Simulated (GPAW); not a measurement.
# NbSi2As4 monolayer: work function by functional and basis

Wanted: work functions and dipole of NbSi2As4 monolayer, with the cost of each level.

Calculated with GPAW 26.7.0; GPAW, PAW setups; layer in a repeated cell with vacuum, relaxation of atoms and in-plane cell, in the first sound run; inputs show where later runs differ.

This is a report of a sequence of runs, with most program output left out.

## Step 1: The starting structure

The cell holds 7 atoms: 4 As, 2 Si and 1 Nb. Cell: a = 3.630 Å, b = 3.630 Å, c = 25.214 Å, α = 90.0°, β = 90.0°, γ = 120.0°. Vacuum lies along c.

## Step 2: Relaxation

The atoms are relaxed first, since the surface dipole, and with it the work function, follows the positions of the outer layers.

run.py

```python
import json
import numpy as np
from ase import Atoms
from ase.filters import FrechetCellFilter
from ase.optimize import BFGS
from gpaw import GPAW, PW

slab = Atoms(
    ['As', 'Si', 'As', 'Nb', 'As', 'Si', 'As'],
    positions=[
        [0.00000, 0.00000, 8.00000],
        [-0.00000, 2.09578, 8.76197],
        [-0.00000, 2.09578, 10.99197],
        [0.00000, 0.00000, 12.60722],
        [-0.00000, 2.09578, 14.22246],
        [-0.00000, 2.09578, 16.45246],
        [0.00000, 0.00000, 17.21443]],
    cell=[[3.63, 0.0, 0.0], [-1.815, 3.14367, 0.0], [0.0, 0.0, 25.2144]],
    pbc=[True, True, True],
    magmoms=[0.0, 0.0, 0.0, 1.0, 0.0, 0.0, 0.0])

slab.calc = GPAW(mode=PW(600), xc='PBE', kpts={'size': (9, 9, 1), 'gamma': True},
                 occupations={'name': 'fermi-dirac', 'width': 0.05}, nbands='200%',
                 convergence={'density': 1e-05}, maxiter=200,
                 symmetry={'tolerance': 1e-3}, txt='slab.txt')
result = {}
# The in-plane cell is free; stress needs a cell that repeats along all three vectors
path = []
opt = BFGS(FrechetCellFilter(slab, mask=[1, 1, 0, 0, 0, 1]), maxstep=0.2)
opt.attach(lambda: path.append((slab.get_potential_energy(), slab.positions.tolist(), slab.get_forces().tolist())))
result['relaxed'] = bool(opt.run(fmax=0.02, steps=45))
result['path'] = path
result['cell'] = slab.cell.tolist()
print('in-plane lattice', slab.cell.cellpar().round(4)[[0, 1, 5]])
energy = slab.get_potential_energy()
fermi = slab.calc.get_fermi_level()
v = slab.calc.get_electrostatic_potential().mean((0, 1)) - fermi
n = slab.calc.get_pseudo_density().mean((0, 1))
L = slab.cell[2, 2]
z = np.arange(len(v)) * L / len(v)
low, high = slab.positions[:, 2].min(), slab.positions[:, 2].max()
below, above = np.interp([low - 5.8, high + 5.8], z, v)
slopes = [np.interp(x, z, np.gradient(v, z)) for x in (low - 5.8, high + 5.8)]
eps = np.array([[slab.calc.get_eigenvalues(k, s) for k in range(len(slab.calc.get_ibz_k_points()))]
                for s in range(slab.calc.get_number_of_spins())]) - fermi
top, bottom = eps[eps < 0].max(), eps[eps > 0].min()
dipole = slab.get_dipole_moment()[2]
print(f'energy {energy:.4f} eV, Fermi level {fermi:.4f} eV, dipole {dipole:.5f} e A')
print(f'potential 5.8 A off the faces, from the Fermi level: lower {below:.4f} eV, upper {above:.4f} eV')
print(f'slope of the potential there: lower {slopes[0]:.5f}, upper {slopes[1]:.5f} eV/A')
print(f'nearest levels on the mesh: {top:.4f} and {bottom:.4f} eV')
print('magnetic moment', round(slab.get_magnetic_moment(), 3))
result.update(energy=energy, fermi=fermi, dipole=dipole, below=below, above=above, slopes=slopes, edges=[top, bottom],
              z=z.tolist(), v=v.tolist(), n=n.tolist(), positions=slab.positions.tolist(),
              forces=slab.get_forces(apply_constraint=False).tolist(), moments=slab.get_magnetic_moments().tolist())
json.dump(result, open('result.json', 'w'))
```

Command:

```bash
$ OMP_NUM_THREADS=1 OPENBLAS_NUM_THREADS=1 python run.py
```

It took 58 min on 1 thread of Arm Neoverse V1, shared host; peak memory 0.77 GiB.

This step gave:

* dipole along the normal: 5.29e-4 e·Å
* levels nearest the Fermi level on the mesh: -0.02726, 0.03569 eV from the Fermi level
* sum of the site moments: 0 μB

The electrostatic potential energy of an electron (without an applied field's), less the Fermi level, planar mean oscillates, so the rows of the table below give means over windows of 1.75 Å about each position, cut where the curve ends. Its maxima inside the range that stand out by 2 % of the span (Å: eV): 8.2: -9.40, 9.9: 2.23, 11.7: -5.05, 13.5: -5.05, 15.3: 2.22, 17.0: -9.40. Its minima: 7.6: -14.1, 8.7: -11.0, 11.1: -12.3, 12.6: -16.2, 14.1: -12.3, 16.5: -11.0, 17.6: -14.1.

The electrostatic potential energy of an electron (without an applied field's), less the Fermi level, planar mean by z; means over each step:

z (Å), electrostatic potential energy of an electron (without an applied field's), less the Fermi level, planar mean (eV) and a bar from the least value:
```
     0.88        5.0 ##############################
     2.62        5.0 ##############################
     4.38        5.0 ##############################
     6.12        3.4 ###########################
     7.88      -10.4 
     9.62       -1.5 #################
    11.38       -8.1 ####
    13.12      -10.3 
    14.88       -3.0 ##############
    16.62       -8.5 ####
    18.38       -2.5 ###############
    20.12        4.9 ##############################
    21.88        5.0 ##############################
    23.62        5.0 ##############################
```

The pseudo valence density, planar mean oscillates, so the rows of the table below give means over windows of 1 Å about each position, cut where the curve ends. Its maxima inside the range that stand out by 2 % of the span (Å: e/Å³): 7.2: 0.256, 8.1: 0.384, 10.7: 0.244, 12.6: 1.04, 14.5: 0.244, 17.2: 0.384, 18.0: 0.256. Its minima: 7.5: 0.178, 9.8: 0.125, 11.0: 0.165, 14.2: 0.165, 15.4: 0.125, 17.7: 0.178.

Pseudo valence density, planar mean against z; means over each step:

| z (Å) | pseudo valence density, planar mean (e/Å³) |
| --- | --- |
| 3 | 6.0e-6 |
| 4 | 1.1e-4 |
| 5 | 0.00181 |
| 6 | 0.0292 |
| 7 | 0.189 |
| 8 | 0.305 |
| 9 | 0.190 |
| 10 | 0.153 |
| 11 | 0.232 |
| 12 | 0.541 |
| 13 | 0.676 |
| 14 | 0.258 |
| 15 | 0.175 |
| 16 | 0.164 |
| 17 | 0.315 |
| 18 | 0.209 |
| 19 | 0.0514 |
| 20 | 0.00332 |
| 21 | 1.9e-4 |
| 22 | 1.1e-5 |

The relaxation lowered the energy of the cell by 1.59 eV (energies extrapolated to zero smearing; the optimiser's log prints free energies). The largest force left on a free atom is 0.0066 eV/Å.

## Step 3: The slab's potential

With the geometry fixed, the planar mean of the potential gives the vacuum level on each side.

This step: GPAW, PAW setups; slab in vacuum (GPAW 26.7.0).

The cell differs from the one that the last finished run ended in (c 25.214 → 26.034 Å).

Changes to run.py since step 2:

```diff
@@ -3,4 +3,2 @@
 from ase import Atoms
-from ase.filters import FrechetCellFilter
-from ase.optimize import BFGS
 from gpaw import GPAW, PW
@@ -11,25 +9,18 @@
         [0.00000, 0.00000, 8.00000],
-        [-0.00000, 2.09578, 8.76197],
-        [-0.00000, 2.09578, 10.99197],
-        [0.00000, 0.00000, 12.60722],
-        [-0.00000, 2.09578, 14.22246],
-        [-0.00000, 2.09578, 16.45246],
-        [0.00000, 0.00000, 17.21443]],
-    cell=[[3.63, 0.0, 0.0], [-1.815, 3.14367, 0.0], [0.0, 0.0, 25.2144]],
-    pbc=[True, True, True],
+        [-0.00000, 2.12493, 9.09961],
+        [-0.00000, 2.12493, 11.47725],
+        [0.00000, 0.00000, 13.01694],
+        [-0.00000, 2.12493, 14.55662],
+        [-0.00000, 2.12493, 16.93426],
+        [0.00000, -0.00000, 18.03387]],
+    cell=[[3.6805, -0.0, 0.0], [-1.84025, 3.1874, 0.0], [0.0, 0.0, 26.0339]],
+    pbc=[True, True, False],
     magmoms=[0.0, 0.0, 0.0, 1.0, 0.0, 0.0, 0.0])
 
-slab.calc = GPAW(mode=PW(600), xc='PBE', kpts={'size': (9, 9, 1), 'gamma': True},
+slab.calc = GPAW(mode=PW(400), xc='PBE', kpts={'size': (9, 9, 1), 'gamma': True},
                  occupations={'name': 'fermi-dirac', 'width': 0.05}, nbands='200%',
                  convergence={'density': 1e-05}, maxiter=200,
+                 poissonsolver={'dipolelayer': 'xy'},
                  symmetry={'tolerance': 1e-3}, txt='slab.txt')
 result = {}
-# The in-plane cell is free; stress needs a cell that repeats along all three vectors
-path = []
-opt = BFGS(FrechetCellFilter(slab, mask=[1, 1, 0, 0, 0, 1]), maxstep=0.2)
-opt.attach(lambda: path.append((slab.get_potential_energy(), slab.positions.tolist(), slab.get_forces().tolist())))
-result['relaxed'] = bool(opt.run(fmax=0.02, steps=45))
-result['path'] = path
-result['cell'] = slab.cell.tolist()
-print('in-plane lattice', slab.cell.cellpar().round(4)[[0, 1, 5]])
 energy = slab.get_potential_energy()
```

The job ended after 4 min (1 thread; peak memory 0.35 GiB).

This step gave:

```yaml
dipole_along_the_normal: -7.45e-4 e·Å
levels_nearest_the_fermi_level_on_the_mesh: -0.02719, 0.03572 eV from the Fermi level
upper_work_function: 5.005 eV
lower_work_function: 4.996 eV
```

Table of electrostatic potential energy of an electron (without an applied field's), less the Fermi level, planar mean by z:

| z (Å) | electrostatic potential energy of an electron (without an applied field's), less the Fermi level, planar mean (eV) |
| --- | --- |
| 0.0 | 5.00 |
| 0.5 | 5.00 |
| 1.0 | 5.00 |
| 1.5 | 5.00 |
| 2.0 | 5.00 |
| 2.5 | 5.00 |
| 3.0 | 5.00 |
| 3.5 | 5.00 |
| 4.0 | 5.00 |
| 4.5 | 4.99 |
| 5.0 | 4.99 |
| 5.5 | 4.96 |
| 6.0 | 4.84 |
| 6.5 | 4.37 |
| 7.0 | 2.45 |
| 7.5 | -4.31 |
| 8.0 | -13.9 |
| 8.5 | -9.86 |
| 9.0 | -11.0 |
| 9.5 | -5.48 |
| 10.0 | 1.10 |
| 10.5 | 1.80 |
| 11.0 | -4.30 |
| 11.5 | -12.2 |
| 12.0 | -5.98 |
| 12.5 | -8.21 |
| 13.0 | -16.1 |
| 13.5 | -8.87 |
| 14.0 | -5.68 |
| 14.5 | -12.1 |
| 15.0 | -4.98 |
| 15.5 | 1.63 |
| 16.0 | 1.31 |
| 16.5 | -4.87 |
| 17.0 | -11.0 |
| 17.5 | -9.61 |
| 18.0 | -14.0 |
| 18.5 | -5.08 |
| 19.0 | 2.21 |
| 19.5 | 4.32 |
| 20.0 | 4.84 |
| 20.5 | 4.96 |
| 21.0 | 5.00 |
| 21.5 | 5.00 |
| 22.0 | 5.00 |
| 22.5 | 5.01 |
| 23.0 | 5.01 |
| 23.5 | 5.01 |
| 24.0 | 5.01 |
| 24.5 | 5.01 |
| 25.0 | 5.01 |
| 25.5 | 5.01 |

Pseudo valence density, planar mean against z:

z (Å), pseudo valence density, planar mean (e/Å³) and a bar:
```
      4.5      0.000 
      5.0      0.000 
      5.5      0.002 
      6.0      0.007 
      6.5      0.028 #
      7.0      0.104 ###
      7.5      0.249 #######
      8.0      0.200 ######
      8.5      0.379 ###########
      9.0      0.253 ########
      9.5      0.174 #####
     10.0      0.130 ####
     10.5      0.147 ####
     11.0      0.240 #######
     11.5      0.181 #####
     12.0      0.356 ###########
     12.5      0.505 ###############
     13.0      0.999 ##############################
     13.5      0.544 ################
     14.0      0.361 ###########
     14.5      0.193 ######
     15.0      0.245 #######
     15.5      0.152 #####
     16.0      0.129 ####
     16.5      0.171 #####
     17.0      0.243 #######
     17.5      0.386 ############
     18.0      0.207 ######
     18.5      0.247 #######
     19.0      0.112 ###
     19.5      0.031 #
     20.0      0.007 
     20.5      0.002 
     21.0      0.000 
     21.5      0.000 
     22.0      0.000
```

The potential is flat to 6.4e-5 eV/Å where it is read, so the vacuum is wide enough.

## Step 4: Self-consistent run: xc = "LDA"

The same geometry under LDA, to see how far the functional moves the levels against the vacuum.

Changes to run.py since step 3:

```diff
@@ -19,3 +19,3 @@
 
-slab.calc = GPAW(mode=PW(400), xc='PBE', kpts={'size': (9, 9, 1), 'gamma': True},
+slab.calc = GPAW(mode=PW(400), xc='LDA', kpts={'size': (9, 9, 1), 'gamma': True},
                  occupations={'name': 'fermi-dirac', 'width': 0.05}, nbands='200%',
```

It took 2.6 min on 1 thread; peak memory 0.33 GiB.

This step gave:

```
dipole along the normal                    : -7.52e-4 e·Å
levels nearest the Fermi level on the mesh : -0.02695, 0.03732 eV from the Fermi level
upper work function                        : 5.268 eV
lower work function                        : 5.259 eV
```

The electrostatic potential energy of an electron (without an applied field's), less the Fermi level, planar mean oscillates, so the rows of the table below give means over windows of 1 Å about each position, cut where the curve ends. Its maxima inside the range that stand out by 2 % of the span (Å: eV): 8.6: -9.12, 10.3: 2.50, 12.2: -4.71, 13.8: -4.71, 15.7: 2.50, 17.4: -9.12. Its minima: 8.0: -13.8, 9.1: -10.8, 11.5: -11.9, 13.0: -15.9, 14.6: -11.9, 17.0: -10.8, 18.0: -13.8.

The electrostatic potential energy of an electron (without an applied field's), less the Fermi level, planar mean by z; means over each step:

| z (Å) | electrostatic potential energy of an electron (without an applied field's), less the Fermi level, planar mean (eV) |
| --- | --- |
| 0 | 5.26 |
| 1 | 5.26 |
| 2 | 5.26 |
| 3 | 5.26 |
| 4 | 5.26 |
| 5 | 5.25 |
| 6 | 5.05 |
| 7 | 1.93 |
| 8 | -10.8 |
| 9 | -9.29 |
| 10 | 0.345 |
| 11 | -4.55 |
| 12 | -7.37 |
| 13 | -12.8 |
| 14 | -7.27 |
| 15 | -5.01 |
| 16 | 0.575 |
| 17 | -9.12 |
| 18 | -10.9 |
| 19 | 1.61 |
| 20 | 5.04 |
| 21 | 5.26 |
| 22 | 5.27 |
| 23 | 5.27 |
| 24 | 5.27 |
| 25 | 5.27 |

The pseudo valence density, planar mean oscillates, so the rows of the table below give means over windows of 1 Å about each position, cut where the curve ends. Its maxima inside the range that stand out by 2 % of the span (Å: e/Å³): 7.5: 0.250, 8.5: 0.388, 11.0: 0.247, 12.9: 0.998, 15.0: 0.247, 17.5: 0.388, 18.5: 0.250. Its minima: 7.9: 0.180, 10.2: 0.124, 11.5: 0.164, 14.6: 0.165, 15.8: 0.124, 18.1: 0.180.

Pseudo valence density, planar mean against z; means over each step:

| z (Å) | pseudo valence density, planar mean (e/Å³) |
| --- | --- |
| 4 | 3.1e-5 |
| 5 | 5.6e-4 |
| 6 | 0.00971 |
| 7 | 0.117 |
| 8 | 0.258 |
| 9 | 0.266 |
| 10 | 0.142 |
| 11 | 0.201 |
| 12 | 0.341 |
| 13 | 0.803 |
| 14 | 0.356 |
| 15 | 0.203 |
| 16 | 0.141 |
| 17 | 0.259 |
| 18 | 0.262 |
| 19 | 0.124 |
| 20 | 0.0108 |
| 21 | 6.2e-4 |
| 22 | 3.3e-5 |

Force by atom:

| atom | x (eV/Å) | y (eV/Å) | z (eV/Å) | size |
| --- | --- | --- | --- | --- |
| As1 | 0.000 | 0.000 | 0.356 | 0.356 |
| Si2 | 0.000 | 0.000 | -0.023 | 0.023 |
| As3 | 0.000 | 0.000 | 0.281 | 0.281 |
| Nb4 | 0.000 | 0.000 | 0.000 | 0.000 |
| As5 | 0.000 | 0.000 | -0.281 | 0.281 |
| Si6 | 0.000 | 0.000 | 0.023 | 0.023 |
| As7 | 0.000 | 0.000 | -0.356 | 0.356 |

The upper face's work function is 5.268 eV, against 5.005 eV in the first plane-wave PBE run at this geometry.

## Step 5: Self-consistent run: xc = "RPBE"

The same geometry under RPBE, to see how far the functional moves the levels against the vacuum.

Changes to run.py since step 4:

```diff
@@ -19,3 +19,3 @@
 
-slab.calc = GPAW(mode=PW(400), xc='LDA', kpts={'size': (9, 9, 1), 'gamma': True},
+slab.calc = GPAW(mode=PW(400), xc='RPBE', kpts={'size': (9, 9, 1), 'gamma': True},
                  occupations={'name': 'fermi-dirac', 'width': 0.05}, nbands='200%',
```

Run time: 3.4 min. Hardware: 1 thread; peak memory 0.35 GiB.

Numbers from this step:

```
dipole along the normal                    : -7.43e-4 e·Å
levels nearest the Fermi level on the mesh : -0.008771, 0.02609 eV from the Fermi level
upper work function                        : 4.892 eV
lower work function                        : 4.883 eV
site moments                               : 0.001492, 0.004538, -0.003363, 0.1821, -0.003363, 0.004538, 0.001492 μB
sum of the site moments                    : 0.1875 μB
```

The upper face's work function is 4.892 eV, against 5.005 eV in the first plane-wave PBE run at this geometry.

## Step 6: OptPBE vdW: xc = "optPBE-vdW"

The same geometry under optPBE-vdW, to see how far the functional moves the levels against the vacuum (the van der Waals functionals take revPBE setups).

Changes to run.py since step 5:

```diff
@@ -19,3 +19,3 @@
 
-slab.calc = GPAW(mode=PW(400), xc='RPBE', kpts={'size': (9, 9, 1), 'gamma': True},
+slab.calc = GPAW(mode=PW(400), xc='optPBE-vdW', kpts={'size': (9, 9, 1), 'gamma': True},
                  occupations={'name': 'fermi-dirac', 'width': 0.05}, nbands='200%',
```

The job ended after 3.9 min (1 thread; peak memory 0.56 GiB).

This step gave:

```
dipole along the normal                    : -7.44e-4 e·Å
levels nearest the Fermi level on the mesh : -0.03160, 0.04208 eV from the Fermi level
upper work function                        : 5.207 eV
lower work function                        : 5.198 eV
sum of the site moments                    : 0 μB
```

The upper face's work function is 5.207 eV, against 5.005 eV in the first plane-wave PBE run at this geometry.

## Step 7: Self-consistent run: xc = "revPBE"

The same geometry under revPBE, to see how far the functional moves the levels against the vacuum.

Changes to run.py since step 6:

```diff
@@ -19,3 +19,3 @@
 
-slab.calc = GPAW(mode=PW(400), xc='optPBE-vdW', kpts={'size': (9, 9, 1), 'gamma': True},
+slab.calc = GPAW(mode=PW(400), xc='revPBE', kpts={'size': (9, 9, 1), 'gamma': True},
                  occupations={'name': 'fermi-dirac', 'width': 0.05}, nbands='200%',
```

Elapsed: 3.7 min, on 1 thread; peak memory 0.35 GiB.

This step gave:

```
levels nearest the Fermi level on the mesh : -0.02511, 0.01562 eV from the Fermi level
upper work function                        : 4.900 eV
lower work function                        : 4.891 eV
site moments                               : 0.001103, 0.003402, -0.002031, 0.1371, -0.002031, 0.003402, 0.001103 μB
sum of the site moments                    : 0.1420 μB
```

The electrostatic potential energy of an electron (without an applied field's), less the Fermi level, planar mean oscillates, so the rows of the table below give means over windows of 1 Å about each position, cut where the curve ends. Its maxima inside the range that stand out by 2 % of the span (Å: eV): 8.6: -9.49, 10.3: 2.14, 12.2: -5.10, 13.8: -5.10, 15.7: 2.14, 17.4: -9.49. Its minima: 8.0: -14.1, 9.1: -11.1, 11.5: -12.3, 13.0: -16.3, 14.6: -12.3, 17.0: -11.1, 18.0: -14.1.

Table of electrostatic potential energy of an electron (without an applied field's), less the Fermi level, planar mean by z; means over each step:

| z (Å) | electrostatic potential energy of an electron (without an applied field's), less the Fermi level, planar mean (eV) |
| --- | --- |
| 0 | 4.89 |
| 1 | 4.89 |
| 2 | 4.89 |
| 3 | 4.89 |
| 4 | 4.89 |
| 5 | 4.88 |
| 6 | 4.68 |
| 7 | 1.57 |
| 8 | -11.2 |
| 9 | -9.65 |
| 10 | -0.0116 |
| 11 | -4.95 |
| 12 | -7.77 |
| 13 | -13.2 |
| 14 | -7.66 |
| 15 | -5.42 |
| 16 | 0.218 |
| 17 | -9.48 |
| 18 | -11.3 |
| 19 | 1.24 |
| 20 | 4.67 |
| 21 | 4.89 |
| 22 | 4.90 |
| 23 | 4.90 |
| 24 | 4.90 |
| 25 | 4.90 |

The upper face's work function is 4.900 eV, against 5.005 eV in the first plane-wave PBE run at this geometry.

[end of part 1 of 2]

[Logs are printed without paths, hosts, clocks, repeated set-up lines and the standing remarks that a program may print on its own settings, such as how far it seeks lower states.]

[Hosts, paths, dates, database ids (printed as entryN), source tags and the programs' standing remarks are cut or masked in the printed files.]
